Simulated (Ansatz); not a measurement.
In doubt: masses and optical values from hybrid runs of this build are listed as unsure (in some of the runs), which bears on the screening that GW takes from such a start.

System: AlN (P6_3mc).

The database entry behind the starting cell differs from later determinations by our own check (inner coordinate u about 0.002 short), so it need not match the best structure at ambient conditions.

```
Al N
1.0
     3.11300    0.00000    0.00000
    -1.55650    2.69594    0.00000
     0.00000    0.00000    4.98100
Al N
2 2
Direct
  0.33333 0.66667 0.00000
  0.66667 0.33333 0.50000
  0.33333 0.66667 0.38000
  0.66667 0.33333 0.88000
```

The cell and positions come from the Crystallography Open Database and are kept as given unless a step says otherwise. PAW set soft_2, made with PBE.

Gaps computed with Ansatz 0.2.0 without a self-energy: HSE06 5.58 eV, r2SCAN 4.86 eV and PBE0 6.31 eV.

Q: What gap should G0W0 on HSE06 give (6×6×4 mesh, 124 empty bands, screening to 120 eV, default PAW files)?

About 6.44 eV: on its mesh the run moves the gap from 5.58 eV by +0.87 eV. Among the scalar-relativistic levels given, PBE0 is nearest (−0.13 eV). Bands and cutoff are finite, so the gap is not at the basis limit. The miss can reach some tenths of an eV and take either sign; the mesh is an error of its own.

[Paths, hosts, dates, memory and timing lines, banners, echoed tables and standing remarks are left out of the program output.]

[Logs are printed without paths, hosts, clocks, repeated set-up lines and the standing remarks that a program may print on its own settings, such as how far it seeks lower states.]

[Runs of the session that timed out or met a known fault of the program may be left out.]

[Cells called generated may have been cut or substituted from an entry of the Crystallography Open Database or the Materials Project.]

[Hosts, paths, dates, database ids (printed as entryN), source tags and the programs' standing remarks are cut or masked in the printed files.]
